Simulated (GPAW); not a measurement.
## Ga2S3 (Cc): G0W0 on several meshes in GPAW

Wanted: mesh dependence and cost of G0W0 for Ga2S3 (Cc).

Main program and level: GPAW 26.7.0; LDA and many-body steps on it, plane waves.

## Step 1: The starting structure

Symmetry: Cc, No. 9, monoclinic system. Conventional cell: a = 11.107 Å, b = 6.395 Å, c = 7.021 Å, α = 90.00°, β = 121.17°, γ = 90.00°. Nearest to Ga lie 4 S at 2.19 to 2.33 Å. Nearest to Ga lie 4 S at 2.20 to 2.32 Å. S has 2 Ga at 2.19 to 2.20 Å nearest. Nearest to S lie 3 Ga at 2.31 to 2.32 Å. S has 3 Ga at 2.31 to 2.33 Å nearest. Farther neighbours and most contacts between anions are not listed.

Coordinates:

```xyz
10
Lattice="5.5535 -3.1975 0.0000 5.5535 3.1975 0.0000 -3.6339 0.0000 6.0074" Properties=species:S:1:pos:R:3 pbc="T T T"
Ga    5.5668   -0.6245    0.7516
Ga    3.7498    0.6245    3.7554
Ga    1.8042   -0.4345    0.6944
Ga   -0.0127    0.4345    3.6981
S     1.9229   -2.6469    5.9101
S     3.7399    2.6469    2.9064
S     1.9353   -0.5915    3.0031
S     0.1184    0.5915    6.0068
S     7.4567    0.5372    0.0505
S     5.6397   -0.5372    3.0542
```

The cell and positions come from the Crystallography Open Database and are kept as given unless a step says otherwise.

## Step 2: Empty states on the mesh, 4×4×2 mesh, 728 bands

This step: GPAW 26.7.0; DFT, LDA, plane waves, PAW.

The sums over transitions need many empty states on a uniform mesh; this step solves for them.

run.py

```python
import json
import numpy as np
from gpaw.mpi import world
from gpaw import GPAW

calc = GPAW('gs.gpw').fixed_density(kpts={'size': (4, 4, 2), 'gamma': True},
    parallel={'domain': 1, 'band': 1},
    txt='nscf.txt')
calc.diagonalize_full_hamiltonian(nbands=728)
calc.write('full.gpw', mode='all')
res = {}
kpts = calc.get_ibz_k_points()
res['kpts'] = kpts
res['eigenvalues'] = [calc.get_eigenvalues(kpt=k) for k in range(len(kpts))]
res['n_electrons'] = calc.get_number_of_electrons()

if world.rank == 0:
    with open('result.json', 'w') as f:
        json.dump(res, f, default=lambda x: x.tolist())
```

Started as:

```console
$ mpirun -n 8 gpaw python run.py
```

Numbers of over 12 decimals in the logs are rounded to 6 here.

The program printed:

```text
Diagonalizing LCAO Hamiltonian
Converting LCAO to pw mode
convergence criteria:
- Maximum integral of absolute [eigenst]ate change: 4e-08 eV^2 / valence electron
maximum number of iterations: 100

SCF iterations
|iter     |     time |      energy | eigst |  dens |
|iter:   1|  |             | +0.47 |       |
|iter:   2|  |             | -1.06 |       |
|iter:   3|  |             | -2.07 |       |
[...]
|iter:  17|  |             | -7.26 |       |
|iter:  18|  |             | -7.35 |       |
|iter:  19|  |             | -7.48c|       |
SCF steps: 19
  __  _  _
 | _ |_)|_||  |
 |__||  | ||/\| - 26.7.0

Input parameters:
  mode=PW(ecut=450.000000),
  convergence={'density': 1e-06, 'bands': -3},
  gpts=array([32, 32, 35]),
  kpts=MonkhorstPack(size=(4, 4, 2), gamma=True),
  maxiter=100,
  nbands=35,
  occupations=Occupations(name='fermi-dirac', width=0.001, fixmagmom=False),
  parallel={'domain': 1, 'band': 1},
  xc=XC(name='LDA')
Matrix size: 4614x4614
# Writing to full.gpw (mode='all')
  [... matrices ...]

timing:  # [seconds]
  Total: 332.908  # ━━━━━━━━━━━━━━━━━━━━━━━━━━━━━━━━━━━━━━━━━━━━━━━━━━━━━━━━━
```

It took 5.9 min on 8 MPI ranks of Arm Neoverse V2, shared host; peak memory 17 GiB; 43 min of CPU time.

This step gave:

- gap: 1.695 eV
- k of the valence top: 0, 0, 0
- k of the conduction bottom: 0, 0, 0
- least direct gap: 1.695 eV
- k points computed: 20
- lowest point of the top converged band, above the valence top: 119.6020 eV

On this mesh the gap is 1.695 eV.

## Step 3: 4×4×2

G0W0 replaces the xc potential by the self-energy, built once from these orbitals. Only a window of levels is corrected, while the sums run over the empty bands that the input names.

This step: G0W0 on LDA, plane waves, PAW.

run.py

```python
import json
import numpy as np
from gpaw.mpi import world
from gpaw.response.g0w0 import G0W0

gw = G0W0('full.gpw',
    filename='gw',
    kpts=[0],
    bands=(22, 26),
    ecut=78,
    nbands=333,
    integrate_gamma='WS',
    ppa=True)
gw.calculate()
res = {mode: {k: v for k, v in r.items() if k != 'sigma_eskwn'}
       for mode, r in gw.all_results.items()}

if world.rank == 0:
    with open('result.json', 'w') as f:
        json.dump(res, f, default=lambda x: x.tolist())
```

Started as:

```console
$ mpirun -n 8 gpaw python run.py
```

The program printed:

```text
Using integrator: PointIntegrator
FrequencyGridDescriptor(from 0.000+0.000j to 0.000+27.211j eV, 2 points)
Nonperiodic BCs:  [False False False]
Using integrator: PointIntegrator
FrequencyGridDescriptor(from 0.000+0.000j to 0.000+27.211j eV, 2 points)
Nonperiodic BCs:  [False False False]
  ___  _ _ _
 |   || | | |
 | | || | | |
 |__ ||_____|
 |___|

BZ k-points: Symmetries present (total): 1

  [... matrices ...]
32 k-points: 4 x 4 x 2 Monkhorst-Pack grid + [1/8,1/8,1/4]
20 k-points in the irreducible part of the Brillouin zone
       k-points in crystal coordinates                weights
   0:     0.00000000    0.00000000    0.00000000          1/32
   1:     0.00000000    0.00000000    0.50000000          1/32
   2:     0.00000000    0.25000000    0.00000000          2/32
   3:     0.00000000    0.25000000    0.50000000          2/32
   4:     0.00000000    0.50000000    0.00000000          1/32
   5:     0.00000000    0.50000000    0.50000000          1/32
   6:     0.25000000   -0.25000000    0.00000000          2/32
   7:     0.25000000   -0.25000000    0.50000000          2/32
   8:     0.25000000    0.00000000    0.00000000          2/32
   9:     0.25000000    0.00000000    0.50000000          2/32
          ...
  19:     0.50000000    0.50000000    0.50000000          1/32

Distributing spins, k-points and bands (1 x 1 x 4) over 8 processes
Number of blocks: 1

Quasi particle states:
k-points (IBZ indices): [0]
Band range: (22, 26)
  [... matrices ...]
Computational parameters:
Plane wave cut-off: 78 eV
Number of bands: 333
Coulomb cutoff: None
Broadening: 0.1 eV

fxc modes: GW
Kernel: RPA
Using Godby-Needs plasmon-pole approximation:
  Fitting energy: i*E0, E0 = 1.000 Hartree
Summing all q:

Calculating screened Coulomb potential
No Coulomb truncation
FrequencyGridDescriptor(from 0.000+0.000j to 0.000+27.211j eV, 2 points)
Removing empty qpoint cache files...

Calculating chi0 body with:
    Ground state adapter containing:
    Number of spins: 1
    Number of kpoints: 32
    Number of irreducible kpoints: 20
    Number of completely occupied states: 24
    Number of partially occupied states: 24
    Occupied states memory: 13.125 M / cpu

    Linear response parametrization:
    q_c: [0.0, 0.0, 0.0]
    Number of frequency points: 2
    Planewave cutoff: 78.0
    Number of bands: 333
    Number of planewaves: 327
    Broadening (eta): 1e-06
    comm.size: 8
    kncomm.size: 8
    blockcomm.size: 1

    Memory estimate of potentially large arrays:
        chi0_wGG: 3.263214 M / cpu
Integrating chi0 body.

Symmetries of q_c:
    Direct symmetries (Uq -> q): 1
    Indirect symmetries (TUq -> q): 1
In total 2 allowed symmetries.

  [... matrices ...]
20 groups of equivalent kpoints. 37.5% reduction.

Integral kind: response function
Integrating chi0 head and wings.

Symmetries of q_c:
    Direct symmetries (Uq -> q): 1
    Indirect symmetries (TUq -> q): 1
In total 2 allowed symmetries.

  [... matrices ...]
20 groups of equivalent kpoints. 37.5% reduction.

Integral kind: response function wings

Calculating chi0 body with:
    Ground state adapter containing:
    Number of spins: 1
    Number of kpoints: 32
    Number of irreducible kpoints: 20
    Number of completely occupied states: 24
    Number of partially occupied states: 24
    Occupied states memory: 13.125 M / cpu

    Linear response parametrization:
[... the further q-points ...]

Results:
f:      Occupation numbers
eps:     KS-eigenvalues [eV]
vxc:     KS vxc [eV]
exx:     Exact exchange [eV]
sigma:   Self-energies [eV]
dsigma:  Self-energy derivatives
Z:       Renormalization factors
qp:      QP-energies [eV]

k-point 0 (0): (0.000, 0.000, 0.000)                GW
band       f     eps     vxc     exx   sigma  dsigma       Z      qp
                                                                   GW
  22   1.000   3.353 -15.852 -18.437   2.048  -0.288   0.776   2.936
  23   1.000   3.888 -15.569 -18.304   2.163  -0.291   0.775   3.445
  24   0.000   5.583 -15.075 -10.464  -3.205  -0.247   0.802   6.711
  25   0.000   6.113 -14.390  -9.709  -3.277  -0.247   0.802   7.238
```

Run time: 5.8 min. Hardware: 8 MPI ranks; peak memory 4.4 GiB.

This step gave:

```
G0W0 gap on the points computed              : 3.266 eV
least direct G0W0 gap on the computed points : 3.266 eV
Z at the valence top                         : 0.7748
Z at the conduction bottom                   : 0.8022
starting gap on the mesh                     : 1.695 eV
k of the valence top                         : 0, 0, 0
k of the conduction bottom                   : 0, 0, 0
```

The gap on the mesh goes from 1.69 eV to 3.27 eV, a correction of +1.57 eV.

## Step 4: Empty states on the mesh, 2×2×2 mesh, 343 bands

This step: DFT, LDA, plane waves, PAW.

run.py

```python
import json
import numpy as np
from gpaw.mpi import world
from gpaw import GPAW

calc = GPAW('gs.gpw').fixed_density(kpts={'size': (2, 2, 2), 'gamma': True},
    parallel={'domain': 1, 'band': 1},
    txt='nscf.txt')
calc.diagonalize_full_hamiltonian(nbands=343)
calc.write('full.gpw', mode='all')
res = {}
kpts = calc.get_ibz_k_points()
res['kpts'] = kpts
res['eigenvalues'] = [calc.get_eigenvalues(kpt=k) for k in range(len(kpts))]
res['n_electrons'] = calc.get_number_of_electrons()

if world.rank == 0:
    with open('result.json', 'w') as f:
        json.dump(res, f, default=lambda x: x.tolist())
```

Started as:

```console
$ mpirun -n 8 gpaw python run.py
```

The program printed:

```text
Diagonalizing LCAO Hamiltonian
Converting LCAO to pw mode
convergence criteria:
- Maximum integral of absolute [eigenst]ate change: 4e-08 eV^2 / valence electron
maximum number of iterations: 100

SCF iterations
|iter     |     time |      energy | eigst |  dens |
|iter:   1|  |             | +0.47 |       |
|iter:   2|  |             | -1.06 |       |
|iter:   3|  |             | -2.07 |       |
[...]
|iter:  21|  |             | -7.24 |       |
|iter:  22|  |             | -7.39 |       |
|iter:  23|  |             | -7.60c|       |
SCF steps: 23
  __  _  _
 | _ |_)|_||  |
 |__||  | ||/\| - 26.7.0

Input parameters:
  mode=PW(ecut=450.000000),
  convergence={'density': 1e-06, 'bands': -3},
  gpts=array([32, 32, 35]),
  kpts=MonkhorstPack(size=(2, 2, 2), gamma=True),
  maxiter=100,
  nbands=35,
  occupations=Occupations(name='fermi-dirac', width=0.001, fixmagmom=False),
  parallel={'domain': 1, 'band': 1},
  xc=XC(name='LDA')
Matrix size: 4597x4597
# Writing to full.gpw (mode='all')
  [... matrices ...]

timing:  # [seconds]
  Total: 124.963  # ━━━━━━━━━━━━━━━━━━━━━━━━━━━━━━━━━━━━━━━━━━━━━━━━━━━━━━━━━
```

It took 2.2 min on 8 MPI ranks; peak memory 12 GiB; 15 min of CPU time.

Numbers from this step:

```
gap                                                           : 1.695 eV
k of the valence top                                          : 0, 0, 0
k of the conduction bottom                                    : 0, 0, 0
least direct gap                                              : 1.695 eV
k points computed                                             : 8
lowest point of the top converged band, above the valence top : 66.8844 eV
```

On this mesh the gap is 1.695 eV.

## Step 5: 2×2×2

This step: G0W0 on LDA, plane waves, PAW.

run.py

```python
import json
import numpy as np
from gpaw.mpi import world
from gpaw.response.g0w0 import G0W0

gw = G0W0('full.gpw',
    filename='gw',
    kpts=[0],
    bands=(22, 26),
    ecut=78,
    nbands=333,
    integrate_gamma='WS',
    ppa=True)
gw.calculate()
res = {mode: {k: v for k, v in r.items() if k != 'sigma_eskwn'}
       for mode, r in gw.all_results.items()}

if world.rank == 0:
    with open('result.json', 'w') as f:
        json.dump(res, f, default=lambda x: x.tolist())
```

Started as:

```console
$ mpirun -n 8 gpaw python run.py
```

The program printed:

```text
Using integrator: PointIntegrator
FrequencyGridDescriptor(from 0.000+0.000j to 0.000+27.211j eV, 2 points)
Nonperiodic BCs:  [False False False]
Using integrator: PointIntegrator
FrequencyGridDescriptor(from 0.000+0.000j to 0.000+27.211j eV, 2 points)
Nonperiodic BCs:  [False False False]
  ___  _ _ _
 |   || | | |
 | | || | | |
 |__ ||_____|
 |___|

BZ k-points: Symmetries present (total): 1

  [... matrices ...]
8 k-points: 2 x 2 x 2 Monkhorst-Pack grid + [1/4,1/4,1/4]
8 k-points in the irreducible part of the Brillouin zone
       k-points in crystal coordinates                weights
   0:     0.00000000    0.00000000    0.00000000          1/8
   1:     0.00000000    0.00000000    0.50000000          1/8
   2:     0.00000000    0.50000000    0.00000000          1/8
[...]
6:     0.50000000    0.50000000    0.00000000          1/8
   7:     0.50000000    0.50000000    0.50000000          1/8

Distributing spins, k-points and bands (1 x 1 x 4) over 8 processes
Number of blocks: 1

Quasi particle states:
k-points (IBZ indices): [0]
Band range: (22, 26)
  [... matrices ...]
Computational parameters:
Plane wave cut-off: 78 eV
Number of bands: 333
Coulomb cutoff: None
Broadening: 0.1 eV

fxc modes: GW
Kernel: RPA
Using Godby-Needs plasmon-pole approximation:
  Fitting energy: i*E0, E0 = 1.000 Hartree
Summing all q:

Calculating screened Coulomb potential
No Coulomb truncation
FrequencyGridDescriptor(from 0.000+0.000j to 0.000+27.211j eV, 2 points)
Removing empty qpoint cache files...

Calculating chi0 body with:
    Ground state adapter containing:
    Number of spins: 1
    Number of kpoints: 8
    Number of irreducible kpoints: 8
    Number of completely occupied states: 24
    Number of partially occupied states: 24
    Occupied states memory: 13.125 M / cpu

    Linear response parametrization:
    q_c: [0.0, 0.0, 0.0]
    Number of frequency points: 2
    Planewave cutoff: 78.0
    Number of bands: 333
    Number of planewaves: 327
    Broadening (eta): 1e-06
    comm.size: 8
    kncomm.size: 8
    blockcomm.size: 1

    Memory estimate of potentially large arrays:
        chi0_wGG: 3.263214 M / cpu
Integrating chi0 body.

Symmetries of q_c:
    Direct symmetries (Uq -> q): 1
    Indirect symmetries (TUq -> q): 1
In total 2 allowed symmetries.

  [... matrices ...]
8 groups of equivalent kpoints. 0.0% reduction.

Integral kind: response function
Integrating chi0 head and wings.

Symmetries of q_c:
    Direct symmetries (Uq -> q): 1
    Indirect symmetries (TUq -> q): 1
In total 2 allowed symmetries.

  [... matrices ...]
8 groups of equivalent kpoints. 0.0% reduction.

Integral kind: response function wings

Calculating chi0 body with:
    Ground state adapter containing:
    Number of spins: 1
    Number of kpoints: 8
    Number of irreducible kpoints: 8
    Number of completely occupied states: 24
    Number of partially occupied states: 24
    Occupied states memory: 13.125 M / cpu

    Linear response parametrization:
    q_c: [0.0, 0.0, 0.5]
[... the further q-points ...]

Results:
f:      Occupation numbers
eps:     KS-eigenvalues [eV]
vxc:     KS vxc [eV]
exx:     Exact exchange [eV]
sigma:   Self-energies [eV]
dsigma:  Self-energy derivatives
Z:       Renormalization factors
qp:      QP-energies [eV]

k-point 0 (0): (0.000, 0.000, 0.000)                GW
band       f     eps     vxc     exx   sigma  dsigma       Z      qp
                                                                   GW
  22   1.000   3.353 -15.852 -18.523   2.144  -0.291   0.775   2.944
  23   1.000   3.888 -15.569 -18.336   2.217  -0.293   0.773   3.463
  24   0.000   5.583 -15.075 -10.283  -3.386  -0.251   0.799   6.707
  25   0.000   6.113 -14.390  -9.578  -3.415  -0.251   0.800   7.230
```

The job ended after 51 s (8 MPI ranks; peak memory 4.3 GiB).

This step gave:

| Property | Result |
| --- | --- |
| G0W0 gap on the points computed | 3.244 eV |
| least direct G0W0 gap on the computed points | 3.244 eV |
| Z at the valence top | 0.7734 |
| Z at the conduction bottom | 0.7994 |
| starting gap on the mesh | 1.695 eV |
| k of the valence top | 0, 0, 0 |
| k of the conduction bottom | 0, 0, 0 |

Against G0W0 in GPAW (4×4×2 mesh, 333 bands, screening to 78 eV, Godby-Needs plasmon pole), the gap moves by −0.022 eV.

## Step 6: Side by side

Times are wall times on 8 MPI ranks of Arm Neoverse V2, shared host. The host was busy with other work, so they are no guide to cost.

```tsv
run	mesh	bands	screening cutoff (eV)	DFT gap (eV)	gap on the mesh (eV)	direct (eV)	time
4×4×2	4×4×2	333	78	1.695	3.266	3.266	5.8 min
2×2×2	2×2×2	333	78	1.695	3.244	3.244	51 s
```

## Step 7: Summary of results

```json
{"4×4×2": "3.266 eV", "2×2×2": "3.244 eV", "known limits": "not at the basis limit; no spin-orbit coupling; coarse k mesh"}
```

2×2×2: −0.022 eV against 4×4×2. Bands and cutoff are finite, so the gap is not at the basis limit. The miss can reach some tenths of an eV and take either sign; the mesh is an error of its own. These stock PAW sets were not made for GW; the filled d or f shell of Ga lies in the frozen core, which bears on start and correction. In the G0W0 runs levels were corrected at 1 k point alone, so a gap called «on the mesh» is the least over those, and an edge elsewhere would be missed. The 4×4×2 mesh is coarse for this cell, which bears on the long-range parts of exchange and screening. The many-body steps are scalar-relativistic: spin-orbit coupling is not in them.

[Paths, hosts, dates, memory and timing lines, banners, echoed tables and standing remarks are left out of the program output.]

[Logs are printed without paths, hosts, clocks, repeated set-up lines and the standing remarks that a program may print on its own settings, such as how far it seeks lower states.]

[Runs of the session that timed out or met a known fault of the program may be left out.]

[Hosts, paths, dates, database ids (printed as entryN), source tags and the programs' standing remarks are cut or masked in the printed files.]
